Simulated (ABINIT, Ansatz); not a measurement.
# A GW chain in ABINIT: In2O3 (R-3c), part 2 of 2

Aim: the G0W0 gap of In2O3 (R-3c) on LDA, step by step.

ABINIT 10.8.3; LDA and many-body steps on it, plane waves. Known limits of the many-body steps: not at the basis limit; no spin-orbit coupling.

So far. Step 2 (Ground state): The gap is indirect, with the least direct gap 0.05 eV higher. Step 3 (Empty states on the mesh, 4×4×4 mesh, 249 bands): On this mesh the gap is 1.199 eV.

## Step 4: Screening, 4×4×4 mesh, 128 bands, screening to 98 eV

The RPA dielectric matrix is built and inverted for each q.

This step: RPA screening on LDA, plane waves, norm-conserving pseudopotentials.

run.abi

```
acell 3*1.0 Angstrom
rprim 
  2.743499999981 1.583960463511 4.836666666700
  -2.743499999981 1.583960463511 4.836666666700
  -0.000000000000 -3.167920927022 4.836666666700
ntypat 2
znucl 49 8
natom 10
typat 1 1 1 1 2 2 2 2 2 2
xred 
  0.357310000000 0.357310000000 0.357310000000
  0.142690000000 0.142690000000 0.142690000000
  0.642690000000 0.642690000000 0.642690000000
  0.857310000000 0.857310000000 0.857310000000
  0.548000000000 0.952000000000 0.250000000000
  0.250000000000 0.548000000000 0.952000000000
  0.952000000000 0.250000000000 0.548000000000
  0.452000000000 0.048000000000 0.750000000000
  0.750000000000 0.452000000000 0.048000000000
  0.048000000000 0.750000000000 0.452000000000
pp_dirpath "pseudos"
pseudos "In.upf, O.upf"
ecut 42
ngkpt 4 4 4
nshiftk 1
shiftk 0 0 0
kptopt 1
chksymbreak 0
istwfk *1
occopt 1
irdwfk 1
optdriver 3
nband 128
ecuteps 3.6
inclvkb 2
awtr 1
symchi 1
indata_prefix "in"
outdata_prefix "out"
tmpdata_prefix "tmp"
```

Run with:

```bash
OMP_NUM_THREADS=1 mpirun -n 4 abinit run.abi > log
```

Numbers of over 12 decimals in the logs are rounded to 6 here.

Log:

```text
.Version 10.8.3 of ABINIT. v10.8.2 released Aug 2026.

 Symmetries : space group R-3 c (#167); Bravais hR (rhombohedral)
[... echo of the input left out ...]
== DATASET  1 ==================================================================
-   mpi_nproc: 4, omp_nthreads: 1 (-1 if OMP is not activated)

--- !DatasetInfo
iteration_state: {dtset: 1, }
dimensions: {natom: 10, nkpt: 13, mband: 128, nsppol: 1, nspinor: 1, nspden: 1, mpw: 11092, }
cutoff_energies: {ecut:  42.0, pawecutdg:  -1.0, }
electrons: {nelect:   1.20000000E+02, charge:   0.00000000E+00, occopt:   1.00000000E+00, tsmear:   1.00000000E-02, }

 SCREENING: Calculation of the susceptibility and dielectric matrices

 Based on a program developped by R.W. Godby, V. Olevano, G. Onida, and L. Reining.
 Incorporated in ABINIT by V. Olevano, G.-M. Rignanese, and M. Torrent.
.Using double precision arithmetic ; gwpc =  8

[... cell and pseudopotentials left out ...]
--------------------------------------------------------------------------------

 ==== K-mesh for the wavefunctions ====
 Number of points in the irreducible wedge :    13
[... list of points left out ...]
 Together with 12 symmetry operations and time-reversal symmetry
 yields    64 points in the full Brillouin Zone.

 ==== Q-mesh for the screening function ====
 Number of points in the irreducible wedge :    13
[... list of points left out ...]
 Together with 12 symmetry operations and time-reversal symmetry
 yields    64 points in the full Brillouin Zone.

 setmesh: FFT mesh size selected  =    48x   48x   48
          total number of points  =       110592

 vcoul_init : cutoff-mode = AUXILIARY_FUNCTION
 q-points for optical limit:   1
     1)      0.000010    0.000020    0.000030

- screening: taking advantage of time-reversal symmetry
- Maximum band index for partially occupied states nbvw = 60
- Remaining bands to be divided among processors   nbcw = 68
- Number of bands treated by each node ~17

 Number of electrons calculated from density =  120.0000; Expected =  120.0000
 average of density, n =  0.141006
 r_s =    1.1919
 omega_plasma =   36.2222 [eV]

 calculating chi0 at frequencies [eV] :
  1    0.000000E+00    0.000000E+00
  2    0.000000E+00    3.622218E+01

--------------------------------------------------------------------------------
  q-point number  1        q = ( 0.000000, 0.000000, 0.000000) [r.l.u.]
--------------------------------------------------------------------------------
[... chi0 elements left out ...]
 For q-point:  0.000010 0.000020 0.000030
  dielectric constant =   5.0559
  dielectric constant without local fields =   5.2396

  Average fulfillment of the sum rule on Im[epsilon] for q-point    1 :     26.86  [%]
[... wings left out ...]
  q-point number  2        q = ( 0.250000, 0.000000, 0.000000) [r.l.u.]
--------------------------------------------------------------------------------
[... chi0 elements left out ...]
  Average fulfillment of the sum rule on Im[epsilon] for q-point    2 :     35.79  [%]

 [... 11 further q-points ...]
```

Elapsed: 25 min, on 4 MPI ranks of Arm Neoverse V1, shared host; peak memory 8.2 GiB.

Numbers from this step:

- ε∞ with local fields, on this mesh, along the program's q direction: 5.056
- the same without local fields: 5.240
- plasma frequency: 36.22 eV
- plane waves in the screening matrix: 277

Local fields lower ε∞ by 4 %.

## Step 5: Self-energy, 4×4×4 mesh, 128 bands, screening to 98 eV

The self-energy is evaluated for the states that the input lists, and the levels follow from it, in one-shot runs by the linearised quasiparticle equation.

This step: G0W0 on LDA, plane waves, norm-conserving pseudopotentials.

Edit run.abi of step 4 so:

```diff
@@ -31,8 +31,17 @@
 irdwfk 1
-optdriver 3
+optdriver 4
 nband 128
+gwcalctyp 0
+ecutsigx 42
+symsigma 1
+nkptgw 2
+kptgw 
+  0.2500000000 0.0000000000 0.0000000000
+  0.0000000000 0.0000000000 0.0000000000
+bdgw 
+  59 62
+  59 62
 ecuteps 3.6
-inclvkb 2
-awtr 1
-symchi 1
+irdscr 1
+ppmodel 1
 indata_prefix "in"
```

Log:

```text
.Version 10.8.3 of ABINIT. v10.8.2 released Aug 2026.

 Symmetries : space group R-3 c (#167); Bravais hR (rhombohedral)
[... echo of the input left out ...]
== DATASET  1 ==================================================================
-   mpi_nproc: 4, omp_nthreads: 1 (-1 if OMP is not activated)

--- !DatasetInfo
iteration_state: {dtset: 1, }
dimensions: {natom: 10, nkpt: 13, mband: 128, nsppol: 1, nspinor: 1, nspden: 1, mpw: 11092, }
cutoff_energies: {ecut:  42.0, pawecutdg:  -1.0, }
electrons: {nelect:   1.20000000E+02, charge:   0.00000000E+00, occopt:   1.00000000E+00, tsmear:   1.00000000E-02, }

 SIGMA: Calculation of the GW corrections

 Based on a program developped by R.W. Godby, V. Olevano, G. Onida, and L. Reining.
 Incorporated in ABINIT by V. Olevano, G.-M. Rignanese, and M. Torrent.
.Using double precision arithmetic ; gwpc =  8

[... cell and pseudopotentials left out ...]
--------------------------------------------------------------------------------

 ==== K-mesh for the wavefunctions ====
 Number of points in the irreducible wedge :    13
[... list of points left out ...]
 Together with 12 symmetry operations and time-reversal symmetry
 yields    64 points in the full Brillouin Zone.

 ==== Q-mesh for screening function ====
 Number of points in the irreducible wedge :    13
[... list of points left out ...]
 Together with 12 symmetry operations and time-reversal symmetry
 yields    64 points in the full Brillouin Zone.

 vcoul_init : cutoff-mode = AUXILIARY_FUNCTION
 q-points for optical limit:   1
     1)      0.000010    0.000020    0.000030
 setmesh: FFT mesh size selected  =    64x   64x   64
          total number of points  =       262144

 Number of electrons calculated from density =  120.0000; Expected =  120.0000
 average of density, n =  0.141006
 r_s =    1.1919
 omega_plasma =   36.2222 [eV]

 === KS Band Gaps ===
  >>>> For spin  1
   Minimum direct gap =   1.2462 [eV], located at k-point      :   0.0000  0.0000  0.0000
   Fundamental gap    =   1.1993 [eV], Top of valence bands at :   0.2500  0.0000  0.0000
                                       Bottom of conduction at :   0.0000  0.0000  0.0000
 SIGMA fundamental parameters:
 PLASMON POLE MODEL  1
 number of plane-waves for SigmaX                11031
 number of plane-waves for SigmaC and W            277
 number of plane-waves for wavefunctions         11031
 number of bands                                   128
 number of independent spin polarizations            1
 number of spinorial components                      1
 number of k-points in IBZ                          13
 number of q-points in IBZ                          13
 number of symmetry operations                      12
 number of k-points in BZ                           64
 number of q-points in BZ                           64
 number of frequencies for dSigma/dE                 9
 frequency step for dSigma/dE [eV]                0.25
 number of omega for Sigma on real axis              0
 max omega for Sigma on real axis  [eV]           0.00
 zcut for avoiding poles [eV]                     0.10

 EPSILON^-1 parameters (SCR file):
 dimension of the eps^-1 matrix on file            277
 dimension of the eps^-1 matrix used               277
 number of plane-waves for wavefunctions         11031
 number of bands                                   128
 number of q-points in IBZ                          13
 number of frequencies                               2
 number of real frequencies                          1
 number of imag frequencies                          1

 matrix elements of self-energy operator (all in [eV])

 Perturbative Calculation

--- !SelfEnergy_ee
iteration_state: {dtset: 1, }
kpoint     : [   0.250,    0.000,    0.000, ]
spin       : 1
KS_gap     :    2.787
QP_gap     :    4.380
Delta_QP_KS:    1.593
data: !SigmaeeData |
     Band     E0 <VxcDFT>   SigX SigC(E0)      Z dSigC/dE  Sig(E)    E-E0       E
       59   4.998 -20.100 -25.451   5.169   0.781  -0.281 -20.242  -0.142   4.856
       60   5.164 -20.301 -25.627   5.165   0.781  -0.281 -20.427  -0.126   5.038
       61   7.951 -16.821 -13.220  -1.821   0.824  -0.213 -15.354   1.467   9.418
       62  10.984 -16.835 -11.233  -2.929   0.830  -0.205 -14.617   2.218  13.202

--- !SelfEnergy_ee
iteration_state: {dtset: 1, }
kpoint     : [   0.000,    0.000,    0.000, ]
spin       : 1
KS_gap     :    1.246
QP_gap     :    2.701
Delta_QP_KS:    1.454
data: !SigmaeeData |
     Band     E0 <VxcDFT>   SigX SigC(E0)      Z dSigC/dE  Sig(E)    E-E0       E
       59   5.117 -20.966 -26.027   4.927   0.786  -0.273 -21.071  -0.105   5.012
       60   5.117 -20.966 -26.027   4.927   0.786  -0.273 -21.071  -0.105   5.012
       61   6.363 -15.066 -11.194  -2.267   0.841  -0.189 -13.716   1.349   7.712
       62  10.594 -13.715  -8.361  -3.263   0.841  -0.190 -11.957   1.758  12.351

== END DATASET(S) ==============================================================
================================================================================

 -outvars: echo values of variables after computation  --------
           etotal      0.0000000000E+00
            nband         128
             nkpt          13
          spgroup         167
 [... the other variables as echoed above ...]

 Calculation completed.
```

The job ended after 54 s (4 MPI ranks; peak memory 4.5 GiB).

This step gave:

```yaml
g0w0_gap_on_the_points_computed: 2.674 eV
starting_gap_on_the_mesh: 1.199 eV
k_of_the_valence_top: 0.25, 0, 0
k_of_the_conduction_bottom: 0, 0, 0
z_at_the_valence_top: 0.781
z_at_the_conduction_bottom: 0.841
least_direct_g0w0_gap_on_the_computed_points: 2.7 eV
```

The gap on the mesh goes from 1.20 eV to 2.67 eV, a correction of +1.47 eV.

Limits: finite bands, cutoff and mesh; no spin-orbit coupling. v1 is the top filled band, c1 the lowest empty one. Levels before and after the correction, in eV, zero at the valence-band top of each column:

|  | conduction bottom | valence top |
| --- | --- | --- |
| Kohn-Sham | 1.20 | 0.00 |
| G0W0 | 2.67 | 0.00 |

|  | level | energy (eV) |
| --- | --- | --- |
| Kohn-Sham | (0.25 0 0) v2 | -0.165 |
| Kohn-Sham | (0.25 0 0) v1 | 0.000 |
| Kohn-Sham | (0.25 0 0) c1 | 2.787 |
| Kohn-Sham | (0.25 0 0) c2 | 5.821 |
| Kohn-Sham | Γ v2-v1 | -0.047 |
| Kohn-Sham | Γ c1 | 1.199 |
| Kohn-Sham | Γ c2 | 5.430 |
| G0W0 | (0.25 0 0) v2 | -0.182 |
| G0W0 | (0.25 0 0) v1 | 0.000 |
| G0W0 | (0.25 0 0) c1 | 4.380 |
| G0W0 | (0.25 0 0) c2 | 8.164 |
| G0W0 | Γ v2-v1 | -0.026 |
| G0W0 | Γ c1 | 2.674 |
| G0W0 | Γ c2 | 7.313 |

## Step 6: Where the time went

Times are wall times on 4 MPI ranks of Arm Neoverse V1, shared host, good to a factor of about two.

```csv
step,time,share,memory (GiB)
ground state,2.9 min,7 %,0.62
empty states on the mesh,11 min,27 %,0.96
screening,25 min,63 %,8.2
self-energy,54 s,2 %,4.5
```

## Step 7: Outcome

| Item | Value |
| --- | --- |
| LDA gap | 1.20 eV, indirect (only 47 meV under the direct gap) |
| G0W0 gap on the mesh | 2.67 eV |
| GW settings | 4×4×4 mesh, 128 bands, screening to 98 eV, Godby-Needs plasmon pole |
| known limits | not at the basis limit; no spin-orbit coupling |

**Reading.** G0W0 moves the gap on the mesh from 1.20 eV to 2.67 eV (+1.47 eV), with Z of 0.78 and 0.84 at the edges. Local fields lower the RPA ε∞ on this mesh from 5.24 to 5.06. Only 2 of the mesh's irreducible points were corrected, so a valley elsewhere could overtake. The dearest step here is «screening». Against experiment, by G0W0@LDA: the gap of 2.67 eV lies −0.41 eV from the measured 3.08 eV (optical, 2024). An exciton line or allowed optical edge lies below the quasiparticle gap by the binding energy; a forbidden edge can push the onset above it. The calculation has static nuclei and no excitons; a measured gap holds zero-point and thermal motion, which mostly lowers it. Against the values above the computed gap that would widen the miss. An edge that is forbidden or weak in absorption could explain it, and so could too strong a screening: the start's gap is only 1.20 eV, and one shot does not repair that. Bands and cutoff are finite, so the gap is not at the basis limit. The miss can reach some tenths of an eV and take either sign; the mesh is an error of its own. In the G0W0 run levels were corrected at 2 k points alone, so a gap called «on the mesh» is the least over those, and an edge elsewhere would be missed. The many-body steps are scalar-relativistic: spin-orbit coupling is not in them.

[Paths, hosts, dates, memory and timing lines, banners, echoed tables and standing remarks are left out of the program output.]

[Logs are printed without paths, hosts, clocks, repeated set-up lines and the standing remarks that a program may print on its own settings, such as how far it seeks lower states.]

[Runs of the session that timed out or met a known fault of the program may be left out.]

[Hosts, paths, dates, database ids (printed as entryN), source tags and the programs' standing remarks are cut or masked in the printed files.]

[G0W0 gaps are taken among the corrected bands and points alone; a level outside them can change the order at an edge.]

[Where Ansatz stands beside ABINIT at settings called matched, ABINIT's density can come from a denser mesh and the files from another edition; pairs whose starting gaps differed by over 0.03 eV were left out, so agreement reads better than it is.]
